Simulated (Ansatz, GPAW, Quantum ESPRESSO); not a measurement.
# The valence band of TiPt3 as photoemission sees it, part 3 of 8

Aim: the valence spectrum of TiPt3 from He I to hard X-rays, and which orbitals make each feature. Spin–orbit coupling is left out of the bands throughout.

Ansatz 0.2.0, Quantum ESPRESSO 7.5 and GPAW 26.7.0; DFT, LDA, plane-wave PAW, default files, scalar-relativistic (the session's first sound run).

So far. Step 2 (The base run): At this lattice the functional leaves a pressure of -5.0 GPa, which narrows the bands against the functional's own equilibrium. At the Fermi level the DOS is 0.96 states/eV a cell, and on the broadened curves Pt 5d holds 49 % of the total there. Step 3 (With PBEsol): Of the bands kept, 6 cross the Fermi level on this path.

The database entry behind the starting cell is an old determination (1943), so it need not match the best structure at ambient conditions.

**5. Quantum ESPRESSO: self-consistent run**

This step: DFT, LDA, plane waves, ultrasoft GBRV pseudopotentials, scalar-relativistic (Quantum ESPRESSO 7.5).

The main run's cell is run in Quantum ESPRESSO, with other potentials, to see which digits hang on the program.

The input, scf.in:

```
&control
  calculation = 'scf'
  prefix = 'pes'
  outdir = './tmp'
  pseudo_dir = './pp'
  tprnfor = .true.
  tstress = .true.
/
&system
  ibrav = 0
  nat = 4
  ntyp = 2
  ecutwfc = 40.0
  ecutrho = 200.0
  occupations = 'smearing'
  nbnd = 42
  smearing = 'fd'
  degauss = 0.00367
/
&electrons
  conv_thr = 2.4e-08
  mixing_beta = 0.5
  electron_maxstep = 120
/
ATOMIC_SPECIES
Pt 195.0840 pt_lda_v1.4.uspp.F.UPF
Ti 47.8670 ti_lda_v1.4.uspp.F.UPF
CELL_PARAMETERS angstrom
 3.897000000 0.000000000 0.000000000
 0.000000000 3.897000000 0.000000000
 0.000000000 0.000000000 3.897000000
ATOMIC_POSITIONS crystal
Pt 0.500000000 0.500000000 0.000000000
Pt 0.500000000 0.000000000 0.500000000
Pt 0.000000000 0.500000000 0.500000000
Ti 0.000000000 0.000000000 0.000000000
K_POINTS automatic
10 10 10 0 0 0
```

Command:

```console
$ OMP_NUM_THREADS=1 mpirun -n 4 pw.x -nk 4 -in scf.in > scf.out
```

Output:

```text
Program PWSCF v.7.5 starts

     This program is part of the open-source Quantum ESPRESSO suite
     for quantum simulation of materials; please cite
         "P. Giannozzi et al., J. Phys.:Condens. Matter 21 395502 (2009);
         "P. Giannozzi et al., J. Phys.:Condens. Matter 29 465901 (2017);
         "P. Giannozzi et al., J. Chem. Phys. 152 154105 (2020);
          URL
     in publications or presentations arising from this work. More details at

     Parallel version (MPI & OpenMP), running on       4 processor cores
     Number of MPI processes:                 4
     Threads/MPI process:                     1

     MPI processes distributed on     1 nodes
     91693 MiB available memory on the printing compute node when the environment starts

     Current dimensions of program PWSCF are:
     Max number of different atomic species (ntypx) = 10
     Max number of k-points (npk) =  40000
     Max angular momentum in pseudopotentials (lmaxx) =  4
     Message from routine setup:
     using ibrav=0 with symmetry is DISCOURAGED, use correct ibrav instead

     K-points division:     npool     =       4
     Subspace diagonalization in iterative solution of the eigenvalue problem:
     a serial algorithm will be used

     G-vector sticks info
     --------------------
     sticks:   dense  smooth     PW     G-vecs:    dense   smooth      PW
     Sum         869     681    221                19093    13613    2373

     Using Slab Decomposition

     bravais-lattice index     =            0
     lattice parameter (alat)  =       7.3643  a.u.
     unit-cell volume          =     399.3814 (a.u.)^3
     number of atoms/cell      =            4
     number of atomic types    =            2
     number of electrons       =        60.00
     number of Kohn-Sham states=           42
     kinetic-energy cutoff     =      40.0000  Ry
     charge density cutoff     =     200.0000  Ry
     scf convergence threshold =      2.4E-08
     mixing beta               =       0.5000
     number of iterations used =            8  plain     mixing
     Exchange-correlation=  SLA  PZ   NOGX NOGC
                           (   1   1   0   0   0   0   0)

     celldm(1)=   7.364263  celldm(2)=   0.000000  celldm(3)=   0.000000
     celldm(4)=   0.000000  celldm(5)=   0.000000  celldm(6)=   0.000000

     crystal axes: (cart. coord. in units of alat)
               a(1) = (   1.000000   0.000000   0.000000 )
               a(2) = (   0.000000   1.000000   0.000000 )
               a(3) = (   0.000000   0.000000   1.000000 )

     reciprocal axes: (cart. coord. in units 2 pi/alat)
               b(1) = (  1.000000  0.000000  0.000000 )
               b(2) = (  0.000000  1.000000  0.000000 )
               b(3) = (  0.000000  0.000000  1.000000 )

     PseudoPot. # 1 for Pt read from file:
     ./pp/pt_lda_v1.4.uspp.F.UPF
     Pseudo is Ultrasoft + core correction, Zval = 16.0
     Generated by new atomic code, or converted to UPF format
     Using radial grid of  985 points,  6 beta functions with:
                l(1) =   0
                l(2) =   0
                l(3) =   1
                l(4) =   1
                l(5) =   2
                l(6) =   2
     Q(r) pseudized with  8 coefficients,  rinner =    1.300   1.300   1.300
                                                       1.300   1.300

     PseudoPot. # 2 for Ti read from file:
     ./pp/ti_lda_v1.4.uspp.F.UPF
     Pseudo is Ultrasoft + core correction, Zval = 12.0
     Generated by new atomic code, or converted to UPF format
     Using radial grid of  851 points,  6 beta functions with:
                l(1) =   0
                l(2) =   0
                l(3) =   1
                l(4) =   1
                l(5) =   2
                l(6) =   2
     Q(r) pseudized with  6 coefficients,  rinner =    1.000   1.000   1.000
                                                       1.000   1.000

     atomic species   valence    mass     pseudopotential
     Pt               16.00   195.08400     Pt( 1.00)
     Ti               12.00    47.86700     Ti( 1.00)

     48 Sym. Ops., with inversion, found

   Cartesian axes

     site n.     atom                  positions (alat units)
         1        Pt     tau(   1) = (   0.5000000   0.5000000   0.0000000  )
         2        Pt     tau(   2) = (   0.5000000   0.0000000   0.5000000  )
         3        Pt     tau(   3) = (   0.0000000   0.5000000   0.5000000  )
         4        Ti     tau(   4) = (   0.0000000   0.0000000   0.0000000  )

     number of k points=    56  Fermi-Dirac smearing, width (Ry)=  0.0037
                       cart. coord. in units 2pi/alat
        k(    1) = (   0.0000000   0.0000000   0.0000000), wk =   0.0020000
        k(    2) = (   0.0000000   0.0000000   0.1000000), wk =   0.0120000
        k(    3) = (   0.0000000   0.0000000   0.2000000), wk =   0.0120000
        k(    4) = (   0.0000000   0.0000000   0.3000000), wk =   0.0120000
        k(    5) = (   0.0000000   0.0000000   0.4000000), wk =   0.0120000
        k(    6) = (   0.0000000   0.0000000  -0.5000000), wk =   0.0060000
        k(    7) = (   0.0000000   0.1000000   0.1000000), wk =   0.0240000
        k(    8) = (   0.0000000   0.1000000   0.2000000), wk =   0.0480000
        k(    9) = (   0.0000000   0.1000000   0.3000000), wk =   0.0480000
        k(   10) = (   0.0000000   0.1000000   0.4000000), wk =   0.0480000
        k(   11) = (   0.0000000   0.1000000  -0.5000000), wk =   0.0240000
        k(   12) = (   0.0000000   0.2000000   0.2000000), wk =   0.0240000
        k(   13) = (   0.0000000   0.2000000   0.3000000), wk =   0.0480000
        k(   14) = (   0.0000000   0.2000000   0.4000000), wk =   0.0480000
        k(   15) = (   0.0000000   0.2000000  -0.5000000), wk =   0.0240000
        k(   16) = (   0.0000000   0.3000000   0.3000000), wk =   0.0240000
[...]
k(   49) = (   0.3000000   0.3000000  -0.5000000), wk =   0.0240000
        k(   50) = (   0.3000000   0.4000000   0.4000000), wk =   0.0480000
        k(   51) = (   0.3000000   0.4000000  -0.5000000), wk =   0.0480000
        k(   52) = (   0.3000000  -0.5000000  -0.5000000), wk =   0.0120000
        k(   53) = (   0.4000000   0.4000000   0.4000000), wk =   0.0160000
        k(   54) = (   0.4000000   0.4000000  -0.5000000), wk =   0.0240000
        k(   55) = (   0.4000000  -0.5000000  -0.5000000), wk =   0.0120000
        k(   56) = (  -0.5000000  -0.5000000  -0.5000000), wk =   0.0020000

     Dense  grid:    19093 G-vectors     FFT dimensions: (  36,  36,  36)

[...]
-31.5611 -31.5611 -12.4693 -12.4693 -12.4693  11.3421  14.1832  14.5443
    14.5443  14.8423  14.8423  14.8423  17.9811  17.9811  17.9811  19.9357
    19.9357  21.1084  21.6637  21.6637  21.6637  23.0094  23.0094  23.1963
    23.1963  23.1963  23.6733  23.6733  23.6733  29.9466  29.9466  32.6388
    32.6388  32.6388

          k = 0.0000 0.0000 0.1000 (  1731 PWs)   bands (ev):

   -35.9345 -31.9046 -31.9046 -31.9013 -31.7209 -31.7209 -31.7198 -31.5696
   -31.5647 -31.5647 -12.4724 -12.4698 -12.4698  11.4763  14.2683  14.5937
    14.6561  14.8910  14.9252  14.9252  17.8995  18.0225  18.0225  19.8198
    19.9535  20.9853  21.0666  21.0666  21.6641  22.3906  22.9381  22.9381
    22.9450  23.0978  23.6698  24.4444  24.4444  29.7004  30.4151  32.6452
    32.6452  32.6563

          k = 0.0000 0.0000 0.2000 (  1723 PWs)   bands (ev):

   -35.9353 -31.8912 -31.8912 -31.8779 -31.7250 -31.7250 -31.7207 -31.5938
   -31.5742 -31.5742 -12.4807 -12.4713 -12.4713  11.8673  14.5039  14.7251
    14.9785  15.0309  15.1710  15.1710  17.6747  18.1255  18.1255  19.4898
    19.9905  20.0525  20.0525  20.6270  21.0542  21.6653  22.5050  22.5050
    22.7801  22.8260  23.6613  25.7174  25.7174  29.1796  30.8788  32.3523
    32.3523  32.6637

          k = 0.0000 0.0000 0.3000 (  1727 PWs)   bands (ev):

   -35.9362 -31.8722 -31.8722 -31.8420 -31.7322 -31.7322 -31.7219 -31.6309
[...]
31.7420  32.6369

          k = 0.0000 0.0000 0.4000 (  1703 PWs)   bands (ev):

[...]
30.8730  32.6019

          k = 0.0000 0.0000-0.5000 (  1686 PWs)   bands (ev):

[...]
30.5826  32.5867

          k = 0.0000 0.1000 0.1000 (  1723 PWs)   bands (ev):

[...]
32.9216  33.1209

          k = 0.0000 0.1000 0.2000 (  1726 PWs)   bands (ev):

[...]
32.6262  33.1737

          k = 0.0000 0.1000 0.3000 (  1719 PWs)   bands (ev):

[...]
32.0200  33.4338

          k = 0.0000 0.1000 0.4000 (  1709 PWs)   bands (ev):

[...]
31.4125  33.4230

          k = 0.0000 0.1000-0.5000 (  1706 PWs)   bands (ev):

[...]
31.2529  33.4011

          k = 0.0000 0.2000 0.2000 (  1703 PWs)   bands (ev):

[...]
32.9700  33.1622

          k = 0.0000 0.2000 0.3000 (  1717 PWs)   bands (ev):

[...]
32.7549  33.5811

          k = 0.0000 0.2000 0.4000 (  1707 PWs)   bands (ev):

[...]
31.8801  34.5627

          k = 0.0000 0.2000-0.5000 (  1708 PWs)   bands (ev):

[...]
k = 0.0000 0.3000 0.3000 (  1706 PWs)   bands (ev):

[...]
k = 0.0000 0.3000 0.4000 (  1700 PWs)   bands (ev):

[...]
k = 0.0000 0.3000-0.5000 (  1698 PWs)   bands (ev):

[...]
k = 0.0000 0.4000 0.4000 (  1700 PWs)   bands (ev):

[...]
k = 0.0000 0.4000-0.5000 (  1684 PWs)   bands (ev):

[...]
k = 0.0000-0.5000-0.5000 (  1692 PWs)   bands (ev):

[...]
k = 0.1000 0.1000 0.1000 (  1722 PWs)   bands (ev):

[...]
k = 0.1000 0.1000-0.5000 (  1700 PWs)   bands (ev):

[...]
k = 0.1000 0.2000-0.5000 (  1708 PWs)   bands (ev):

[...]
k = 0.1000 0.3000-0.5000 (  1704 PWs)   bands (ev):

[...]
k = 0.1000 0.4000-0.5000 (  1692 PWs)   bands (ev):

[...]
k = 0.1000-0.5000-0.5000 (  1700 PWs)   bands (ev):

[...]
k = 0.2000 0.2000 0.4000 (  1710 PWs)   bands (ev):

[...]
k = 0.2000 0.2000-0.5000 (  1712 PWs)   bands (ev):

[...]
k = 0.2000 0.3000 0.3000 (  1700 PWs)   bands (ev):

[...]
k = 0.2000 0.3000 0.4000 (  1706 PWs)   bands (ev):

[...]
k = 0.2000 0.3000-0.5000 (  1700 PWs)   bands (ev):

[...]
k = 0.2000 0.4000 0.4000 (  1697 PWs)   bands (ev):

[...]
k = 0.2000 0.4000-0.5000 (  1706 PWs)   bands (ev):

[...]
k = 0.2000-0.5000-0.5000 (  1708 PWs)   bands (ev):

[...]
k = 0.3000 0.3000 0.3000 (  1694 PWs)   bands (ev):

[...]
k = 0.3000 0.3000 0.4000 (  1711 PWs)   bands (ev):

[...]
k = 0.3000 0.3000-0.5000 (  1710 PWs)   bands (ev):

[...]
32.2218  36.4561

          k = 0.3000 0.4000 0.4000 (  1703 PWs)   bands (ev):

[...]
31.8781  36.2045

          k = 0.3000 0.4000-0.5000 (  1706 PWs)   bands (ev):

[...]
31.5793  36.2595

          k = 0.3000-0.5000-0.5000 (  1700 PWs)   bands (ev):

[...]
31.3456  36.2167

          k = 0.4000 0.4000 0.4000 (  1691 PWs)   bands (ev):

[...]
31.2855  35.9530

          k = 0.4000 0.4000-0.5000 (  1700 PWs)   bands (ev):

[...]
31.0814  35.8966

          k = 0.4000-0.5000-0.5000 (  1696 PWs)   bands (ev):

[...]
14.6628  17.0806  17.0806  17.1754  17.8879  17.9518  17.9518  18.4771
    18.6193  20.1054  20.1503  20.1503  20.6180  21.0456  21.8605  21.8605
    22.7704  22.7704  23.0552  23.2616  23.4614  27.4388  27.4604  27.4604
    30.9194  35.7171

          k =-0.5000-0.5000-0.5000 (  1736 PWs)   bands (ev):

   -35.9317 -31.9909 -31.8949 -31.8949 -31.8949 -31.6017 -31.6017 -31.6017
   -31.5577 -31.5577 -12.4815 -12.4815 -12.4815  14.1009  14.1009  14.1009
    14.5820  17.1017  17.1017  17.1017  17.9563  17.9563  17.9563  18.5629
    18.5629  20.6138  20.9459  20.9459  20.9459  21.1717  21.1717  21.1717
    22.8291  22.8291  22.8291  23.1552  23.1552  27.2178  27.2178  27.2178
    30.7858  35.5251

     the Fermi energy is    21.6178 ev

!    total energy              =    -751.91603233 Ry
     estimated scf accuracy    <          1.3E-09 Ry
     smearing contrib. (-TS)   =      -0.00079744 Ry
     internal energy E=F+TS    =    -751.91523489 Ry

     The total energy is F=E-TS. E is the sum of the following terms:
     one-electron contribution =     -95.49021055 Ry
     hartree contribution      =      95.92992612 Ry
     xc contribution           =    -188.35644264 Ry
     ewald contribution        =    -563.99850782 Ry

     convergence has been achieved in  17 iterations

     negative rho (up, down):  5.157E-01 0.000E+00

     Forces acting on atoms (cartesian axes, Ry/au):

     atom    1 type  1   force =     0.00000000    0.00000000    0.00000000
     atom    2 type  1   force =     0.00000000    0.00000000    0.00000000
     atom    3 type  1   force =     0.00000000    0.00000000    0.00000000
     atom    4 type  2   force =     0.00000000    0.00000000    0.00000000

     Total force =     0.000000     Total SCF correction =     0.000000

     Computing stress (Cartesian axis) and pressure

     negative rho (up, down):  5.157E-01 0.000E+00
          total   stress  (Ry/bohr**3)                   (kbar)     P=      -60.35
  -0.00041023   0.00000000   0.00000000          -60.35        0.00        0.00
   0.00000000  -0.00041023   0.00000000            0.00      -60.35        0.00
   0.00000000   0.00000000  -0.00041023            0.00        0.00      -60.35

     XML data file, charge density, pseudopotentials, collected wavefunctions

     Called by init_run:

     Called by electrons:

     Called by c_bands:

     Called by *egterg:

     Called by h_psi:
                                        0.00s GPU  (     803 calls)

     General routines

     Parallel routines

=------------------------------------------------------------------------------=
   JOB DONE.
=------------------------------------------------------------------------------=
```

Elapsed: 28 s, on 4 MPI ranks of Intel Xeon Platinum 8259CL at 2.50GHz (Skylake/Cascade Lake), shared host.

This step gave:

| Property | Result |
| --- | --- |
| free energy | -10230.3388 eV |
| Fermi energy | 21.62 eV |
| pressure | -6.035 GPa |

The run ends at a pressure of -6.04 GPa.

(Continued in part 4 of 8.)

[Logs are printed without paths, hosts, clocks, repeated set-up lines and the standing remarks that a program may print on its own settings, such as how far it seeks lower states.]

[Hosts, paths, dates, database ids (printed as entryN), source tags and the programs' standing remarks are cut or masked in the printed files.]

[Maps of the electrostatic potential energy from Ansatz leave out the sawtooth potential of an applied field or a dipole correction, so their vacuum need not be flat; work functions include it.]

[Peak lists hold at most the 14 tallest peaks of each spectrum; further lines can be left out.]
